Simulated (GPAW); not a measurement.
# How the form of the self-energy moves the gap of LiCNO (R3m), part 2 of 2

Aim: compare treatments of exchange, screening and correlation for the gap of LiCNO (R3m).

GPAW 26.7.0; LDA and many-body steps on it, plane waves. Known limits of the many-body steps: not at the basis limit.

So far. Step 3 (G0W0, Godby-Needs plasmon pole): The gap on the mesh goes from 4.49 eV to 7.40 eV, a correction of +2.92 eV. Step 5 (G0W0, extrapolated in the cutoff): Against G0W0 in GPAW (4×4×4 mesh, 95 bands, screening to 96 eV, Godby-Needs plasmon pole), the gap moves by +0.361 eV.

## 6. One-shot PBE0

This step: one-shot PBE0 levels on LDA orbitals, plane waves, PAW.

run.py

```python
import json
import numpy as np
from gpaw.mpi import world
from gpaw.hybrids.eigenvalues import non_self_consistent_eigenvalues

dft, vxc, vxc_hyb = non_self_consistent_eigenvalues('full.gpw', 'PBE0', 6, 10, kpt_indices=[0, 12])
res = {'dft': dft[0], 'hybrid': (dft - vxc + vxc_hyb)[0]}
if world.rank == 0:
    with open('hybrid.txt', 'w') as f:
        for k, e0, e1 in zip([0, 12], res['dft'], res['hybrid']):
            print(k, ' '.join(f'{x:9.4f}' for x in e0), '|', ' '.join(f'{x:9.4f}' for x in e1), file=f)

if world.rank == 0:
    with open('result.json', 'w') as f:
        json.dump(res, f, default=lambda x: x.tolist())
```

Run with:

```sh
$ mpirun -n 4 gpaw python run.py
```

Numbers of over 12 decimals in the logs are rounded to 6 here.

Log:

```text
builder.py:213: UserWarning: The angles between your unit-cell vectors are 37.4, 37.4 and 37.4 degrees.  Results may be wrong!  Please Niggli-reduce your unit-cell so that the angles are closer to 90 degrees:

  from ase.build import niggli_reduce
  niggli_reduce(atoms)
  [... matrices ...]
  warnings.warn(
builder.py:213: UserWarning: The angles between your unit-cell vectors are 37.4, 37.4 and 37.4 degrees.  Results may be wrong!  Please Niggli-reduce your unit-cell so that the angles are closer to 90 degrees:

  from ase.build import niggli_reduce
  niggli_reduce(atoms)
  [... matrices ...]
  warnings.warn(
builder.py:213: UserWarning: The angles between your unit-cell vectors are 37.4, 37.4 and 37.4 degrees.  Results may be wrong!  Please Niggli-reduce your unit-cell so that the angles are closer to 90 degrees:

  from ase.build import niggli_reduce
  niggli_reduce(atoms)
  [... matrices ...]
  warnings.warn(
builder.py:213: UserWarning: The angles between your unit-cell vectors are 37.4, 37.4 and 37.4 degrees.  Results may be wrong!  Please Niggli-reduce your unit-cell so that the angles are closer to 90 degrees:

  from ase.build import niggli_reduce
  niggli_reduce(atoms)
  [... matrices ...]
  warnings.warn(
IBZ(<points: 13, symmetries: 6>)
Occupied bands: 8
Transforming wave functions from IBZ to BZ: 0.025 seconds
Distributing wave functions and iFFT-ing to real space: 0.209 seconds
Calculating eigenvalues:
  k-points: 2
  Bands: 6-9 (inclusive)
  Seconds: 0.967 (wave-function broadcasting: 0.011 seconds)
HSE06-eigenvalue shifts:
  min: -1.226 eV
  ave: 0.137 eV
  max: 1.641 eV
```

The job ended after 3.7 s (4 MPI ranks of Arm Neoverse V1, shared host; peak memory 0.58 GiB).

Numbers from this step:

* starting gap on the mesh: 4.486 eV
* hybrid gap on the mesh: 7.029 eV
* least direct hybrid gap on the computed points: 7.195 eV

## 7. G0W0, full frequency, Hilbert transform

This step: G0W0 on LDA, plane waves, PAW.

run.py

```python
import json
import numpy as np
from gpaw.mpi import world
from gpaw.response.g0w0 import G0W0

gw = G0W0('full.gpw',
    filename='gw',
    kpts=[0, 12],
    bands=(6, 10),
    ecut=96,
    nbands=95,
    integrate_gamma='WS',
    frequencies={'type': 'nonlinear', 'domega0': 0.1, 'omega2': 15.0},
    eta=0.1,
    nblocksmax=True)
gw.calculate()
res = {mode: {k: v for k, v in r.items() if k != 'sigma_eskwn'}
       for mode, r in gw.all_results.items()}

if world.rank == 0:
    with open('result.json', 'w') as f:
        json.dump(res, f, default=lambda x: x.tolist())
```

Run with:

```sh
$ mpirun -n 4 gpaw python run.py
```

Log:

```text
Using integrator: PointIntegrator
NonLinearFrequencyDescriptor(from 0.000 to 109.284 eV, 273 points)
Nonperiodic BCs:  [False False False]
Using integrator: PointIntegrator
NonLinearFrequencyDescriptor(from 0.000 to 109.284 eV, 273 points)
Nonperiodic BCs:  [False False False]
  ___  _ _ _
 |   || | | |
 | | || | | |
 |__ ||_____|
 |___|

BZ k-points: Symmetries present (total): 6

  [... matrices ...]
64 k-points: 4 x 4 x 4 Monkhorst-Pack grid + [1/8,1/8,1/8]
13 k-points in the irreducible part of the Brillouin zone
       k-points in crystal coordinates                weights
[...]
GW
   6   1.000   0.316 -18.716 -22.647   2.298  -0.238   0.808  -1.003
   7   1.000   0.316 -18.716 -22.647   2.298  -0.238   0.808  -1.003
   8   0.000   4.954 -11.398  -6.276  -3.199  -0.148   0.871   6.629
[...]
k-point 1 (12): (0.500, 0.500, 0.500)                GW
band       f     eps     vxc     exx   sigma  dsigma       Z      qp
                                                                   GW
[...]
8   0.000   5.240 -10.652  -5.520  -3.180  -0.155   0.866   6.930
   9   0.000   8.105 -17.240 -10.194  -3.417  -0.243   0.805  11.026
```

Wall time 80 s (4 MPI ranks); peak memory 1.6 GiB.

This step gave:

| Item | Value |
| --- | --- |
| G0W0 gap on the points computed | 7.444 eV |
| least direct G0W0 gap on the computed points | 7.632 eV |
| starting gap on the mesh | 4.486 eV |
| k of the valence top | 0.5, 0.5, 0.5 |
| k of the conduction bottom | 0, 0, 0 |

Against G0W0 in GPAW (4×4×4 mesh, 95 bands, screening to 96 eV, Godby-Needs plasmon pole), the gap moves by +0.041 eV.

## 8. The runs together

Times are wall times on 4 MPI ranks of Arm Neoverse V1, shared host, good to a factor of about two.

```
                                    run   mesh  bands  screening cutoff (eV)  DFT gap (eV)  gap on the mesh (eV)  direct (eV)     time
         G0W0, Godby-Needs plasmon pole  4×4×4     95                     96         4.486                 7.404        7.593     58 s
                         one-shot HSE06  4×4×4      -                      -         4.486                 6.237        6.402    3.7 s
       G0W0, extrapolated in the cutoff  4×4×4      -                    160         4.486                 7.765        7.947  3.7 min
                          one-shot PBE0  4×4×4      -                      -         4.486                 7.029        7.195    3.7 s
G0W0, full frequency, Hilbert transform  4×4×4     95                     96         4.486                 7.444        7.632     80 s
```

## 9. Results

| Quantity | Value |
| --- | --- |
| G0W0, Godby-Needs plasmon pole | 7.404 eV |
| one-shot HSE06 | 6.237 eV |
| G0W0, extrapolated in the cutoff | 7.765 eV |
| one-shot PBE0 | 7.029 eV |
| G0W0, full frequency, Hilbert transform | 7.444 eV |
| known limits | not at the basis limit |

In words: One-shot HSE06: −1.167 eV against G0W0, Godby-Needs plasmon pole. G0W0, extrapolated in the cutoff: +0.361 eV against G0W0, Godby-Needs plasmon pole, at other bands or cutoff, so not like for like. One-shot PBE0: −0.375 eV against G0W0, Godby-Needs plasmon pole. G0W0, full frequency, Hilbert transform: +0.041 eV against G0W0, Godby-Needs plasmon pole. One-shot hybrid levels are evaluated on the LDA orbitals. Bands and cutoff are finite, so the gap is not at the basis limit. The miss can reach some tenths of an eV and take either sign; the mesh is an error of its own. These stock PAW sets were not made for GW. In the G0W0 runs levels were corrected at 2 k points alone, so a gap called «on the mesh» is the least over those, and an edge elsewhere would be missed. The program warns of a poor linear fit in the extrapolation of some level, so the extrapolated values are rough.

[Paths, hosts, dates, memory and timing lines, banners, echoed tables and standing remarks are left out of the program output.]

[Logs are printed without paths, hosts, clocks, repeated set-up lines and the standing remarks that a program may print on its own settings, such as how far it seeks lower states.]

[Runs of the session that timed out or met a known fault of the program may be left out.]

[Hosts, paths, dates, database ids (printed as entryN), source tags and the programs' standing remarks are cut or masked in the printed files.]
